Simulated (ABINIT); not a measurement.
# MgSnS3 (Pm-3m): zone-centre phonons, part 2 of 4

Which modes does MgSnS3 (Pm-3m) have at the zone centre?

ABINIT 10.8.3; DFT LDA, scalar-relativistic, plane waves, HGH norm-conserving pseudopotentials.

So far. Step 4 (Relaxation): The volume changes by +0.8 % in this run and stands -4.1 % from the first cell. The relaxed cell has a = 4.891 Å (conventional setting).

The structure was built from a prototype and need not be the compound's stable phase.

## Step 6: Zone-centre response

At q = 0 one unit cell holds all displacements. The response is solved for single atoms along the cell's directions, and symmetry skips those that follow from others. The crystal is treated as a metal, which screens a static field, so no field response is asked.

File dfpt_gamma.abi:

```

# common to the responses
getwfk_filepath "gso_WFK"
kptopt 2
nqpt 1
qpt 0.0 0.0 0.0
asr 0
chneut 0

# displacements
rfphon 1
rfatpol 1 5
rfdir 1 1 1
tolvrs 1.0d-10
prtwf 0

# basis, mesh and filling
ecut 38.0
ecutsm 3.0
ixc 7
ngkpt 6 6 6
nshiftk 1
shiftk 0.0 0.0 0.0
istwfk *1
occopt 3
tsmear 0.01
nband 19
nstep 100
diemac 1000000.0
prtebands 0
prtgsr 0
useylm 1

# cell and atoms
acell 9.24202028 9.24202028 9.24202028
rprim 
    1.0 0.0 0.0
    0.0 1.0 0.0
    0.0 0.0 1.0
ntypat 3
znucl 12 50 16
natom 5
typat 1 2 3 3 3
xred 
    0.0 0.0 0.0
    0.5 0.5 0.5
    0.5 0.5 0.0
    0.5 0.0 0.5
    0.0 0.5 0.5
pp_dirpath "./pseudo"
pseudos "Mg.hgh, Sn.hgh, S.hgh"
```

Launch:

```bash
> OMP_NUM_THREADS=1 mpirun -n 4 abinit dfpt_gamma.abi > dfpt_gamma.log
```

Numbers of over 12 decimals in the logs are rounded to 6 here.

dfpt_gamma.abo, the main output file:

```text
[banners, grids, parts of the stress and lines that vanish by symmetry left out]
- input  file    -> dfpt_gamma.abi
- output file    -> dfpt_gamma.abo
- root for input  files -> dfpt_gammai
- root for output files -> dfpt_gammao

 Symmetries : space group Pm -3 m (#221); Bravais cP (primitive cubic)
================================================================================
 Values of the parameters that define the memory need of the present run (RF).
     intxc =       0      iscf =       7    lmnmax =      14     lnmax =       6
     mgfft =      54  mpssoang =       3    mqgrid =    3001     natom =       5
  nloc_mem =       1    nspden =       1   nspinor =       1    nsppol =       1
      nsym =      48    n1xccc =       0    ntypat =       3    occopt =       3
   xclevel =       1
-    mband =          19        mffmem =           1         mkmem =          28
-   mkqmem =          28        mk1mem =          28           mpw =        8858
      nfft =      157464          nkpt =         112
- my_mband =          19
================================================================================
================================================================================

--------------------------------------------------------------------------------
------------- Echo of variables that govern the present computation ------------
--------------------------------------------------------------------------------
-
- outvars: echo of selected default values
-   iomode0 =  0 , fftalg0 =312 , wfoptalg0 =  0
-
- outvars: echo of global parameters not present in the input file
-  max_nthreads =    1
-
 -outvars: echo values of preprocessed input variables
 [... echo left out ...]
================================================================================

 chkinp: Checking input parameters for consistency.

[...]
== DATASET  1 ==================================================================
-   mpi_nproc: 4, omp_nthreads: 1 (-1 if OMP is not activated)

--- !DatasetInfo
iteration_state: {dtset: 1, }
dimensions: {natom: 5, nkpt: 112, mband: 19, nsppol: 1, nspinor: 1, nspden: 1, mpw: 8858, }
cutoff_energies: {ecut:  38.0, pawecutdg:  -1.0, }
electrons: {nelect:   2.40000000E+01, charge:   0.00000000E+00, occopt:   3.00000000E+00, tsmear:   1.00000000E-02, }
meta: {optdriver: 1, rfphon: 1, }
...

 mkfilename: getwfk from: gso_WFK

 Exchange-correlation functional for the present dataset will be:
  LDA: Perdew-Wang 92 LSD fit to Ceperley-Alder data - ixc=7
 Citation for XC functional:
  J.P.Perdew and Y.Wang, PRB 45, 13244 (1992)

 Real(R)+Recip(G) space primitive vectors, cartesian coordinates (Bohr,Bohr^-1):
 R(1)=  9.2420203  0.0000000  0.0000000  G(1)=  0.1082015  0.0000000  0.0000000
 R(2)=  0.0000000  9.2420203  0.0000000  G(2)=  0.0000000  0.1082015  0.0000000
 R(3)=  0.0000000  0.0000000  9.2420203  G(3)=  0.0000000  0.0000000  0.1082015
 Unit cell volume ucvol=  7.8940660E+02 bohr^3
 Angles (23,13,12)=  9.00000000E+01  9.00000000E+01  9.00000000E+01 degrees
 setup1 : take into account q-point for computing boxcut.

 getcut: wavevector=  0.0000  0.0000  0.0000  ngfft=  54  54  54
         ecut(hartree)=     38.000   => boxcut(ratio)=   2.10557

--- Pseudopotential description ------------------------------------------------
- pspini: atom type   1  psp file is ./pseudo/Mg.hgh

- pspini: atom type   2  psp file is ./pseudo/Sn.hgh

- pspini: atom type   3  psp file is ./pseudo/S.hgh

   3.63185978E+02                                ecore*ucvol(ha*bohr**3)
--------------------------------------------------------------------------------

 ==>  initialize data related to q vector <==

 The list of irreducible perturbations for this q vector is:
    1)    idir= 1    ipert=   1
    2)    idir= 1    ipert=   2
    3)    idir= 1    ipert=   3
    4)    idir= 3    ipert=   3

[...]
The perturbation idir=   2  ipert=   1 is
 symmetric of a previously calculated perturbation.
 So, its SCF calculation is not needed.

 The perturbation idir=   3  ipert=   1 is
 symmetric of a previously calculated perturbation.
 So, its SCF calculation is not needed.

 The perturbation idir=   2  ipert=   2 is
 symmetric of a previously calculated perturbation.
 So, its SCF calculation is not needed.

 The perturbation idir=   3  ipert=   2 is
 symmetric of a previously calculated perturbation.
 So, its SCF calculation is not needed.

[...]
The perturbation idir=   2  ipert=   5 is
 symmetric of a previously calculated perturbation.
 So, its SCF calculation is not needed.

 The perturbation idir=   3  ipert=   5 is
 symmetric of a previously calculated perturbation.
 So, its SCF calculation is not needed.

--------------------------------------------------------------------------------
 Perturbation wavevector (in red.coord.)   0.000000  0.000000  0.000000
 Perturbation : displacement of atom   1   along direction   1
 Found     8 symmetries that leave the perturbation invariant.

[...]
dfpt_looppert : total number of electrons, from k and k+q
  fully or partially occupied states are    2.400000E+01 and    2.400000E+01.
 Initialisation of the first-order wave-functions :
  ireadwf=   0

--- !BeginCycle
iteration_state: {dtset: 1, }
solver: {iscf: 7, nstep: 100, nline: 4, wfoptalg: 0, }
tolerances: {tolvrs: 1.00E-10, }
...

     iter   2DEtotal(Ha)        deltaE(Ha) residm    vres2
-ETOT  1   2.313513     -4.617E+00 1.526E-01 2.928E+04
 ETOT  2  -1.703164     -4.017E+00 8.089E-03 4.883E+02
 ETOT  3  -1.811805     -1.086E-01 1.558E-02 2.721E+02
 ETOT  4  -1.848757     -3.695E-02 7.550E-04 3.252E+00
 ETOT  5  -1.849277     -5.207E-04 1.393E-03 3.227E-02
[...]
At SCF step   12       vres2   =  4.81E-11 < tolvrs=  1.00E-10 =>converged.
[...]
Mean square residual over all n,k,spin=   18.188E-11; max=  81.474E-09

 Thirteen components of 2nd-order total energy (hartree) are
 1,2,3: 0th-order hamiltonian combined with 1st-order wavefunctions
     kin0=   8.81253236E+00 eigvalue=  -3.48422782E-01  local=  -5.37244769E+00
 4,5,6: 1st-order hamiltonian combined with 1st and 0th-order wfs
 loc psp =  -1.60384128E+00  Hartree=   2.05402310E+00     xc=  -9.87578089E-01
 note that "loc psp" includes a xc core correction that could be resolved
 7,8,9: eventually, occupation + non-local contributions
    edocc=   1.07627078E+00     enl0=   3.54560414E+00   enl1=  -1.59561223E+01
 1-9 gives the relaxation energy (to be shifted if some occ is /=2.0)
   erelax=  -8.77998180E+00
 10,11,12 Non-relaxation  contributions : frozen-wavefunctions and Ewald
 fr.local=  -2.34597519E+01 fr.nonlo=   1.04481918E+01  Ewald=   1.99422597E+01
 13,14 Frozen wf xc core corrections (1) and (2)
 frxc 1  =   0.00000000E+00  frxc 2 =   0.00000000E+00
 Resulting in :
 2DEtotal=   -0.1849282205E+01 Ha. Also 2DEtotal=   -0.503215323543E+02 eV
    (2DErelax=   -8.7799818024E+00 Ha. 2DEnonrelax=    6.9306995975E+00 Ha)
    (  non-var. 2DEtotal :   -1.8492822081E+00 Ha)

[...]
Perturbation wavevector (in red.coord.)   0.000000  0.000000  0.000000
 Perturbation : displacement of atom   2   along direction   1
 Found     8 symmetries that leave the perturbation invariant.

[...]
dfpt_looppert : total number of electrons, from k and k+q
  fully or partially occupied states are    2.400000E+01 and    2.400000E+01.
 Initialisation of the first-order wave-functions :
  ireadwf=   0

--- !BeginCycle
iteration_state: {dtset: 1, }
solver: {iscf: 7, nstep: 100, nline: 4, wfoptalg: 0, }
tolerances: {tolvrs: 1.00E-10, }
...

     iter   2DEtotal(Ha)        deltaE(Ha) residm    vres2
-ETOT  1   74.407636057454     -2.860E+01 2.705E-01 4.130E+05
[...]
At SCF step   13       vres2   =  5.80E-12 < tolvrs=  1.00E-10 =>converged.
[...]
Mean square residual over all n,k,spin=   21.382E-10; max=  14.529E-07

 Thirteen components of 2nd-order total energy (hartree) are
 1,2,3: 0th-order hamiltonian combined with 1st-order wavefunctions
     kin0=   8.30240841E+01 eigvalue=   2.02113555E+00  local=  -2.50190354E+01
 4,5,6: 1st-order hamiltonian combined with 1st and 0th-order wfs
 loc psp =  -9.44918436E+01  Hartree=   2.16011721E+01     xc=  -7.80650631E+00
 note that "loc psp" includes a xc core correction that could be resolved
 7,8,9: eventually, occupation + non-local contributions
    edocc=   6.92306797E+00     enl0=   1.64078342E+01   enl1=  -9.98116610E+01
 1-9 gives the relaxation energy (to be shifted if some occ is /=2.0)
   erelax=  -9.71517523E+01
 10,11,12 Non-relaxation  contributions : frozen-wavefunctions and Ewald
 fr.local=   1.20766226E+01 fr.nonlo=   5.46754329E+01  Ewald=   3.62586541E+01
 13,14 Frozen wf xc core corrections (1) and (2)
 frxc 1  =   0.00000000E+00  frxc 2 =   0.00000000E+00
 Resulting in :
 2DEtotal=    0.5858957208E+01 Ha. Also 2DEtotal=    0.159430347595E+03 eV
    (2DErelax=   -9.7151752348E+01 Ha. 2DEnonrelax=    1.0301070956E+02 Ha)
    (  non-var. 2DEtotal :    5.8589572798E+00 Ha)

[...]
Perturbation wavevector (in red.coord.)   0.000000  0.000000  0.000000
 Perturbation : displacement of atom   3   along direction   1
 Found     4 symmetries that leave the perturbation invariant.

[...]
dfpt_looppert : total number of electrons, from k and k+q
  fully or partially occupied states are    2.400000E+01 and    2.400000E+01.
 Initialisation of the first-order wave-functions :
  ireadwf=   0

--- !BeginCycle
iteration_state: {dtset: 1, }
solver: {iscf: 7, nstep: 100, nline: 4, wfoptalg: 0, }
tolerances: {tolvrs: 1.00E-10, }
...

     iter   2DEtotal(Ha)        deltaE(Ha) residm    vres2
-ETOT  1   398.45742566819     -1.768E+02 4.378E+00 2.126E+06
[...]
At SCF step   14       vres2   =  5.19E-11 < tolvrs=  1.00E-10 =>converged.
[...]
Mean square residual over all n,k,spin=   58.371E-11; max=  58.829E-08

 Thirteen components of 2nd-order total energy (hartree) are
 1,2,3: 0th-order hamiltonian combined with 1st-order wavefunctions
     kin0=   6.42693202E+02 eigvalue=  -4.29560871E+00  local=  -6.22352020E+02
 4,5,6: 1st-order hamiltonian combined with 1st and 0th-order wfs
 loc psp =  -6.01796692E+01  Hartree=   1.75233672E+02     xc=  -5.48604359E+01
 note that "loc psp" includes a xc core correction that could be resolved
 7,8,9: eventually, occupation + non-local contributions
    edocc=   2.00206911E+01     enl0=   4.20825779E+02   enl1=  -1.09435089E+03
 1-9 gives the relaxation energy (to be shifted if some occ is /=2.0)
   erelax=  -5.77265280E+02
 10,11,12 Non-relaxation  contributions : frozen-wavefunctions and Ewald
 fr.local=   2.30377271E+01 fr.nonlo=   5.53565040E+02  Ewald=  -1.36419564E+00
 13,14 Frozen wf xc core corrections (1) and (2)
 frxc 1  =   0.00000000E+00  frxc 2 =   0.00000000E+00
 Resulting in :
 2DEtotal=   -0.2026709035E+01 Ha. Also 2DEtotal=   -0.551495623577E+02 eV
    (2DErelax=   -5.7726528042E+02 Ha. 2DEnonrelax=    5.7523857139E+02 Ha)
    (  non-var. 2DEtotal :   -2.0267093200E+00 Ha)

[...]
Perturbation wavevector (in red.coord.)   0.000000  0.000000  0.000000
 Perturbation : displacement of atom   3   along direction   3
 Found     8 symmetries that leave the perturbation invariant.

--------------------------------------------------------------------------------

--------------------------------------------------------------------------------

 dfpt_looppert : total number of electrons, from k and k+q
  fully or partially occupied states are    2.400000E+01 and    2.400000E+01.
 Initialisation of the first-order wave-functions :
  ireadwf=   0

--- !BeginCycle
iteration_state: {dtset: 1, }
solver: {iscf: 7, nstep: 100, nline: 4, wfoptalg: 0, }
tolerances: {tolvrs: 1.00E-10, }
...

     iter   2DEtotal(Ha)        deltaE(Ha) residm    vres2
-ETOT  1   528.48259013424     -6.642E+01 3.033E+00 2.747E+06
[...]
ETOT 12   11.783966999506     -1.467E-11 8.913E-06 3.921E-09
 ETOT 13   11.783966999503     -3.183E-12 2.594E-06 9.021E-11

 At SCF step   13       vres2   =  9.02E-11 < tolvrs=  1.00E-10 =>converged.
[...]
Mean square residual over all n,k,spin=   38.189E-10; max=  25.938E-07

 Thirteen components of 2nd-order total energy (hartree) are
 1,2,3: 0th-order hamiltonian combined with 1st-order wavefunctions
     kin0=   6.36183230E+02 eigvalue=   2.56005964E+00  local=  -5.74869756E+02
 4,5,6: 1st-order hamiltonian combined with 1st and 0th-order wfs
 loc psp =  -1.10978601E+02  Hartree=   1.85628432E+02     xc=  -5.27105669E+01
 note that "loc psp" includes a xc core correction that could be resolved
 7,8,9: eventually, occupation + non-local contributions
    edocc=   3.11924802E+01     enl0=   3.55130130E+02   enl1=  -1.05524942E+03
 1-9 gives the relaxation energy (to be shifted if some occ is /=2.0)
   erelax=  -5.83114010E+02
 10,11,12 Non-relaxation  contributions : frozen-wavefunctions and Ewald
 fr.local=  -9.04400593E+01 fr.nonlo=   5.35762096E+02  Ewald=   1.49575940E+02
 13,14 Frozen wf xc core corrections (1) and (2)
 frxc 1  =   0.00000000E+00  frxc 2 =   0.00000000E+00
 Resulting in :
 2DEtotal=    0.1178396700E+02 Ha. Also 2DEtotal=    0.320658077533E+03 eV
    (2DErelax=   -5.8311400979E+02 Ha. 2DEnonrelax=    5.9489797679E+02 Ha)
    (  non-var. 2DEtotal :    1.1783967932E+01 Ha)

[...]
---- first-order wavefunction calculations are completed ----

 ==> Compute Derivative Database <==

 [... matrices left out ...]
  Phonon wavevector (reduced coordinates) :  0.00000  0.00000  0.00000
 Phonon energies in Hartree :
  -8.847957E-04 -8.847957E-04 -8.847957E-04 -7.652848E-04 -7.652848E-04
  -7.652848E-04 -1.695642E-04 -1.695642E-04 -1.695642E-04  1.108742E-05
   1.108742E-05  1.108742E-05  1.665482E-03  1.665482E-03  1.665482E-03
 Phonon frequencies in cm-1    :
- -1.941902E+02 -1.941902E+02 -1.941902E+02 -1.679606E+02 -1.679606E+02
- -1.679606E+02 -3.721504E+01 -3.721504E+01 -3.721504E+01  2.433407E+00
-  2.433407E+00  2.433407E+00  3.655310E+02  3.655310E+02  3.655310E+02

== END DATASET(S) ==============================================================
================================================================================

 -outvars: echo values of variables after computation
            acell      9.2420202800E+00  9.2420202800E+00  9.2420202800E+00 Bohr
           etotal      1.1783967000E+01
            fcart      0.0000000000E+00  0.0000000000E+00  0.0000000000E+00
           strten      0.0000000000E+00  0.0000000000E+00  0.0000000000E+00
================================================================================
```

Run time: 5.6 min. Hardware: 4 MPI ranks of Arm Neoverse V1, shared host; 22 min of CPU time.

This step gave:

- largest acoustic frequency at the zone centre before the sum rule: 2.43 cm⁻¹
- highest optical zone-centre mode (no LO-TO term): 365.5 cm⁻¹
- lowest optical zone-centre mode: -194.2 cm⁻¹

The acoustic modes at Γ come out as far as 2.4 cm⁻¹ from zero, where they should vanish, a small numerical error. The lowest optical mode is imaginary, 194i cm⁻¹, an instability at this level and on this k mesh.

(Part 2 of 4 ends here.)

[Host names and launcher messages were left out of these logs when they were recorded.]

[Logs are printed without paths, hosts, clocks, repeated set-up lines and the standing remarks that a program may print on its own settings, such as how far it seeks lower states.]

[Hosts, paths, dates, database ids (printed as entryN), source tags and the programs' standing remarks are cut or masked in the printed files.]
